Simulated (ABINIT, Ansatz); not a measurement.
# Sr (Strontium): phonons by linear response, part 3 of 4

Aim: the phonon dispersion of Sr (Strontium), checked by a second program.

ABINIT 10.8.3; DFT PBE, scalar-relativistic, plane waves, PseudoDojo norm-conserving pseudopotentials.

So far. Step 3 (Relaxing the cell and atoms): The volume changes by -3.1 % in this run and stands -3.1 % from the first cell. Step 4 (Ground state): The cell stands at -0.30 GPa: the relaxation ran with a smoothed and higher cutoff and on another k mesh. The relaxed cell has a = 6.020 Å (conventional setting).

## 7. Interpolated phonon bands

anaddb transforms the dynamical matrices to force constants and back along the path; points of the mesh come back as solved, but for the sum rule and, in polar crystals, the LO-TO term at Γ; the rest is interpolation.

Input file anaddb.abi:

```
ddb_filepath "all_DDB"
output_file "anaddb.abo"
outdata_prefix "anaddb"
ifcflag 1
ngqpt 4 4 4
nqshft 1
q1shft 0.0 0.0 0.0
asr 1
chneut 0
dipdip 0
dipquad 0
quadquad 0
enunit 0
eivec 0
nph1l 62
qph1l 
    0.0 0.0 0.0 1.0
    0.05 0.0 0.05 1.0
    0.1 0.0 0.1 1.0
    0.15 0.0 0.15 1.0
    0.2 0.0 0.2 1.0
    0.25 0.0 0.25 1.0
    0.3 0.0 0.3 1.0
    0.35 0.0 0.35 1.0
    0.4 0.0 0.4 1.0
    0.45 0.0 0.45 1.0
    0.5 0.0 0.5 1.0
    0.5125 0.025 0.5125 1.0
    0.525 0.05 0.525 1.0
    0.5375 0.075 0.5375 1.0
    0.55 0.1 0.55 1.0
    0.5625 0.125 0.5625 1.0
    0.575 0.15 0.575 1.0
    0.5875 0.175 0.5875 1.0
    0.6 0.2 0.6 1.0
    0.6125 0.225 0.6125 1.0
    0.625 0.25 0.625 1.0
    0.375 0.375 0.75 1.0
    0.3375 0.3375 0.675 1.0
    0.3 0.3 0.6 1.0
    0.2625 0.2625 0.525 1.0
    0.225 0.225 0.45 1.0
    0.1875 0.1875 0.375 1.0
    0.15 0.15 0.3 1.0
    0.1125 0.1125 0.225 1.0
    0.075 0.075 0.15 1.0
    0.0375 0.0375 0.075 1.0
    0.0 0.0 0.0 1.0
    0.05 0.05 0.05 1.0
    0.1 0.1 0.1 1.0
    0.15 0.15 0.15 1.0
    0.2 0.2 0.2 1.0
    0.25 0.25 0.25 1.0
    0.3 0.3 0.3 1.0
    0.35 0.35 0.35 1.0
    0.4 0.4 0.4 1.0
    0.45 0.45 0.45 1.0
    0.5 0.5 0.5 1.0
    0.5 0.475 0.525 1.0
    0.5 0.45 0.55 1.0
    0.5 0.425 0.575 1.0
    0.5 0.4 0.6 1.0
    0.5 0.375 0.625 1.0
    0.5 0.35 0.65 1.0
    0.5 0.325 0.675 1.0
    0.5 0.3 0.7 1.0
    0.5 0.275 0.725 1.0
    0.5 0.25 0.75 1.0
    0.5 0.225 0.725 1.0
    0.5 0.2 0.7 1.0
    0.5 0.175 0.675 1.0
    0.5 0.15 0.65 1.0
    0.5 0.125 0.625 1.0
    0.5 0.1 0.6 1.0
    0.5 0.075 0.575 1.0
    0.5 0.05 0.55 1.0
    0.5 0.025 0.525 1.0
    0.5 0.0 0.5 1.0
```

Input file mrgddb.in:

```
all_DDB
merged
8
dfpt_gammao_DDB
dfpt_qo_DS1_DDB
dfpt_qo_DS2_DDB
dfpt_qo_DS3_DDB
dfpt_qo_DS4_DDB
dfpt_qo_DS5_DDB
dfpt_qo_DS6_DDB
dfpt_qo_DS7_DDB
```

Run with:

```
$ mrgddb < mrgddb.in > mrgddb.log
$ OMP_NUM_THREADS=1 anaddb anaddb.abi > anaddb.log
```

anaddb.abo, the main output file:

```text
[banners, grids, parts of the stress and lines that vanish by symmetry left out]
-outvars_anaddb: echo values of input variables ----------------------

 Flags :
[...]
Phonon wavevector (reduced coordinates) :  0.00000  0.00000  0.00000
 Phonon energies in Hartree :
[...]
Phonon frequencies in cm-1    :
-  0.000000E+00  0.000000E+00  0.000000E+00
[...]
Phonon wavevector (reduced coordinates) :  0.05000  0.00000  0.05000
 Phonon energies in Hartree :
[...]
Phonon frequencies in cm-1    :
-  1.233967E+01  1.233967E+01  1.393050E+01
[...]
Phonon wavevector (reduced coordinates) :  0.10000  0.00000  0.10000
 Phonon energies in Hartree :
[...]
Phonon frequencies in cm-1    :
-  2.429194E+01  2.429194E+01  2.783421E+01
[...]
Phonon wavevector (reduced coordinates) :  0.15000  0.00000  0.15000
 Phonon energies in Hartree :
[...]
Phonon frequencies in cm-1    :
-  3.557364E+01  3.557364E+01  4.164102E+01
[...]
Phonon wavevector (reduced coordinates) :  0.20000  0.00000  0.20000
 Phonon energies in Hartree :
[...]
Phonon frequencies in cm-1    :
-  4.599252E+01  4.599252E+01  5.514485E+01
  Phonon wavevector (reduced coordinates) :  0.25000  0.00000  0.25000
 Phonon energies in Hartree :
[...]
Phonon frequencies in cm-1    :
-  5.533408E+01  5.533408E+01  6.791582E+01
  Phonon wavevector (reduced coordinates) :  0.30000  0.00000  0.30000
 Phonon energies in Hartree :
[...]
Phonon frequencies in cm-1    :
-  6.329074E+01  6.329074E+01  7.932615E+01
  Phonon wavevector (reduced coordinates) :  0.35000  0.00000  0.35000
 Phonon energies in Hartree :
[...]
Phonon frequencies in cm-1    :
-  6.953707E+01  6.953707E+01  8.871591E+01
  Phonon wavevector (reduced coordinates) :  0.40000  0.00000  0.40000
 Phonon energies in Hartree :
[...]
Phonon frequencies in cm-1    :
-  7.388980E+01  7.388980E+01  9.559495E+01
  Phonon wavevector (reduced coordinates) :  0.45000  0.00000  0.45000
 Phonon energies in Hartree :
[...]
Phonon frequencies in cm-1    :
-  7.638725E+01  7.638725E+01  9.973762E+01
  Phonon wavevector (reduced coordinates) :  0.50000  0.00000  0.50000
 Phonon energies in Hartree :
[...]
Phonon frequencies in cm-1    :
-  7.719065E+01  7.719065E+01  1.011135E+02
  Phonon wavevector (reduced coordinates) :  0.51250  0.02500  0.51250
 Phonon energies in Hartree :
[...]
Phonon frequencies in cm-1    :
-  7.711081E+01  7.726178E+01  1.010721E+02
  Phonon wavevector (reduced coordinates) :  0.52500  0.05000  0.52500
 Phonon energies in Hartree :
[...]
Phonon frequencies in cm-1    :
-  7.687009E+01  7.747292E+01  1.009463E+02
  Phonon wavevector (reduced coordinates) :  0.53750  0.07500  0.53750
 Phonon energies in Hartree :
[...]
Phonon frequencies in cm-1    :
-  7.646509E+01  7.781743E+01  1.007307E+02
[...]
Phonon wavevector (reduced coordinates) :  0.50000  0.17500  0.67500
 Phonon energies in Hartree :
[...]
Phonon frequencies in cm-1    :
-  6.922682E+01  8.541975E+01  9.637787E+01
  Phonon wavevector (reduced coordinates) :  0.50000  0.15000  0.65000
 Phonon energies in Hartree :
[...]
Phonon frequencies in cm-1    :
-  7.073889E+01  8.355150E+01  9.771116E+01
  Phonon wavevector (reduced coordinates) :  0.50000  0.12500  0.62500
 Phonon energies in Hartree :
[...]
Phonon frequencies in cm-1    :
-  7.235435E+01  8.181559E+01  9.881583E+01
  Phonon wavevector (reduced coordinates) :  0.50000  0.10000  0.60000
 Phonon energies in Hartree :
[...]
Phonon frequencies in cm-1    :
-  7.391004E+01  8.027175E+01  9.968752E+01
  Phonon wavevector (reduced coordinates) :  0.50000  0.07500  0.57500
 Phonon energies in Hartree :
[...]
Phonon frequencies in cm-1    :
-  7.526524E+01  7.898203E+01  1.003351E+02
  Phonon wavevector (reduced coordinates) :  0.50000  0.05000  0.55000
 Phonon energies in Hartree :
[...]
Phonon frequencies in cm-1    :
-  7.630988E+01  7.800678E+01  1.007762E+02
  Phonon wavevector (reduced coordinates) :  0.50000  0.02500  0.52500
 Phonon energies in Hartree :
[...]
Phonon frequencies in cm-1    :
-  7.696675E+01  7.739784E+01  1.010306E+02
  Phonon wavevector (reduced coordinates) :  0.50000  0.00000  0.50000
 Phonon energies in Hartree :
[...]
Phonon frequencies in cm-1    :
-  7.719065E+01  7.719065E+01  1.011135E+02
-
```

Elapsed: 0.53 s, on 1 thread of Arm Neoverse V2, shared host.

This step gave:

```
lowest frequency on the path : 0 cm⁻¹
```

Anaddb. Phonon branches along the path, in cm⁻¹:

```
    point  branch 1  branch 2  branch 3
        Γ         0         0         0
  halfway        55        55        68
        X        77        77       101
  halfway        75        79       100
        U        68        83        96
jump to K        68        83        96
  halfway        31        59        74
        Γ         0         0         0
  halfway        34        34        69
        L        49        49        94
  halfway        58        73        94
        W        67        91        91
  halfway        72        82        99
        X        77        77       101
```

The phonon branches as a text plot (rows in cm⁻¹):

```
     99 |           ******                                   ****
     95 |         **      *                     ********   **
     91 |        *         *                   *        ****
     86 |                  ****               *             *
     82 |               ***    *                        *    **
     78 |       *   ****     **              *         *       **
     74 |         **   **       *                     *       *
     70 |      * *       **    *            *               **
     65 |       *                *                   *   ***
     61 |                  *    *                   *  **
     57 |    ***                           *         **
     53 |                   *     **              ***
     48 |                    **  *              ***
     44 |    **                           *   **
     40 |   *                  *             *
     36 |   *                     ***       *
     32 |                       *        *
     27 |  *                        *      *
     23 |  *                     *        *
     19 |                         ** *
     15 | *                         **  **
     11 | *
      6 |                            *  *
      2 |*                            **
         Γ           X  U|K            Γ         L        W     X
```

All branches are real along the path.

## 8. Sums over the zone

Sums over the zone need many more wavevectors than were solved, so the interpolation is sampled on a dense mesh.

Input file anaddb.abi:

```
ddb_filepath "all_DDB"
output_file "anaddb.abo"
outdata_prefix "anaddb"
ifcflag 1
ngqpt 4 4 4
nqshft 1
q1shft 0.0 0.0 0.0
asr 1
chneut 0
dipdip 0
dipquad 0
quadquad 0
prtdos 2
ng2qpt 13 13 13
dosdeltae 4.5563e-06
ntemper 11
temperinc 100.0
tempermin 0.0
```

Run with:

```
$ OMP_NUM_THREADS=1 anaddb anaddb.abi > anaddb.log
```

anaddb.abo, the main output file:

```text
[banners, grids, parts of the stress and lines that vanish by symmetry left out]
-outvars_anaddb: echo values of input variables ----------------------

 Flags :
     ifcflag         1
 Miscellaneous information :
         asr         1
      chneut         0
 Interatomic Force Constants Inputs :
      dipdip         0
     dipquad         0
    quadquad         0
      ifcana         0
      ifcout         0
 Description of grid 1 :
        brav         1
       ngqpt         4         4         4
      nqshft         1
      q1shft
                     0.00000000E+00  0.00000000E+00  0.00000000E+00
 Phonon DOS information :
   dosdeltae  4.55630000E-06
    dossmear  4.55633525E-06
 Description of grid 2 (Fourier interp. or BZ sampling):
      ng2qpt        13        13        13
      ngrids         4
      q2shft         0.00000000E+00  0.00000000E+00  0.00000000E+00

================================================================================

 read the DDB information and perform some checks

  ==== Info on the Cryst% object ====
 Real(R)+Recip(G) space primitive vectors, cartesian coordinates (Bohr,Bohr^-1):
 R(1)=  0.0000000  5.6883750  5.6883750  G(1)= -0.0878986  0.0878986  0.0878986
 R(2)=  5.6883750  0.0000000  5.6883750  G(2)=  0.0878986 -0.0878986  0.0878986
 R(3)=  5.6883750  5.6883750  0.0000000  G(3)=  0.0878986  0.0878986 -0.0878986
 Unit cell volume ucvol=  3.6812444E+02 bohr^3
 Angles (23,13,12)=  6.00000000E+01  6.00000000E+01  6.00000000E+01 degrees
 Time-reversal symmetry is present
 Reduced atomic positions [iatom, xred, symbol]:
    1)    0.0000000  0.0000000  0.0000000  Sr

 DDB file with 8 blocks has been read.

================================================================================

 Calculation of the interatomic forces

       Homogeneous q point set in the B.Z.
 Grid q points  :       64
  1)   0.00000000E+00  0.00000000E+00  0.00000000E+00
  2)   2.50000000E-01  0.00000000E+00  0.00000000E+00
  3)   5.00000000E-01  0.00000000E+00  0.00000000E+00
  4)  -2.50000000E-01  0.00000000E+00  0.00000000E+00
  5)   0.00000000E+00  2.50000000E-01  0.00000000E+00
  6)   2.50000000E-01  2.50000000E-01  0.00000000E+00
  7)   5.00000000E-01  2.50000000E-01  0.00000000E+00
  8)  -2.50000000E-01  2.50000000E-01  0.00000000E+00
  9)   0.00000000E+00  5.00000000E-01  0.00000000E+00
 10)   2.50000000E-01  5.00000000E-01  0.00000000E+00
 11)   5.00000000E-01  5.00000000E-01  0.00000000E+00
 12)  -2.50000000E-01  5.00000000E-01  0.00000000E+00
 13)   0.00000000E+00 -2.50000000E-01  0.00000000E+00
 14)   2.50000000E-01 -2.50000000E-01  0.00000000E+00
[...]
58)   2.50000000E-01  5.00000000E-01 -2.50000000E-01
 59)   5.00000000E-01  5.00000000E-01 -2.50000000E-01
 60)  -2.50000000E-01  5.00000000E-01 -2.50000000E-01
 61)   0.00000000E+00 -2.50000000E-01 -2.50000000E-01
 62)   2.50000000E-01 -2.50000000E-01 -2.50000000E-01
 63)   5.00000000E-01 -2.50000000E-01 -2.50000000E-01
 64)  -2.50000000E-01 -2.50000000E-01 -2.50000000E-01

 The interatomic forces have been obtained

================================================================================

 Calculation of phonon density of states

 Average speed of sound partial sums:     0.9386652224E-03 (at units)
-                                   =           2.0535 [km/s]

 Debye frequency from partial sums:     0.5105004935E-03 (Ha)
-                                 =     0.3358931889E+01 (THz)
-Debye temperature from partial sums:     0.1612033060E+03 (K)

 Average speed of sound:     0.1004772529E-02 (at units)
-                      =           2.1981 [km/s]

 Debye frequency from DOS:     0.5464534745E-03 (Ha)
-                        =     0.3595491140E+01 (THz)
-Debye temperature from DOS:     0.1725563595E+03 (K)

-
```

Wall time 0.54 s (1 thread).

Numbers from this step:

| Property | Result |
| --- | --- |
| share of modes beyond 3i cm⁻¹ on the dense interpolated mesh | 0 |
| zero-point energy per atom | 12.76 meV |
| heat capacity at 300 K | 24.70 J/(mol atoms K) |
| vibrational entropy at 300 K | 53.94 J/(mol atoms K) |

The phonon density of states has structure finer than the step of the table below, so its rows give means over 5 cm⁻¹, whole bins alone (the curve runs from -30 to 131 cm⁻¹). Peaks (cm⁻¹: height): 65.0: 0.0591, 93.0: 0.137.

Tetrahedra. Table of phonon density of states by wavenumber; means over each step:

```
wavenumber (cm⁻¹)  phonon density of states (1/cm⁻¹/cell)
                0                                  3.0e-6
                5                                  9.8e-5
               10                                  4.1e-4
               15                                 0.00175
               20                                 0.00356
               25                                 0.00664
               30                                 0.00997
               35                                  0.0138
               40                                  0.0196
               45                                  0.0269
               50                                  0.0415
               55                                  0.0483
               60                                  0.0528
               65                                  0.0573
               70                                  0.0499
               75                                  0.0454
               80                                  0.0494
               85                                  0.0433
               90                                  0.0596
               95                                  0.0590
              100                                 0.00891
              105                                       0
```

Harmonic thermodynamic functions per atom, summed over the density of states scaled to three modes an atom; melting is ignored. Thermodynamic functions:

```
T (K)  F_vib (meV/atom)  S (J/mol-atom/K)  C_V (J/mol-atom/K)
    0             12.76                 0                   0
   50             10.37             12.99               18.06
  100             -0.41             27.47                22.9
  200            -38.33             43.97               24.41
  300             -89.4             53.94                24.7
  400            -149.2             61.06               24.81
  500            -215.4              66.6               24.86
  600            -286.9             71.14               24.88
  700            -362.6             74.97                24.9
  800            -442.1              78.3               24.91
  900            -524.8             81.23               24.92
 1000            -610.4             83.86               24.92
```

At 300 K the heat capacity has reached 99 % of the Dulong-Petit value.

(Continued in part 4 of 4.)

[Host names and launcher messages were left out of these logs when they were recorded.]

[Logs are printed without paths, hosts, clocks, repeated set-up lines and the standing remarks that a program may print on its own settings, such as how far it seeks lower states.]

[Hosts, paths, dates, database ids (printed as entryN), source tags and the programs' standing remarks are cut or masked in the printed files.]
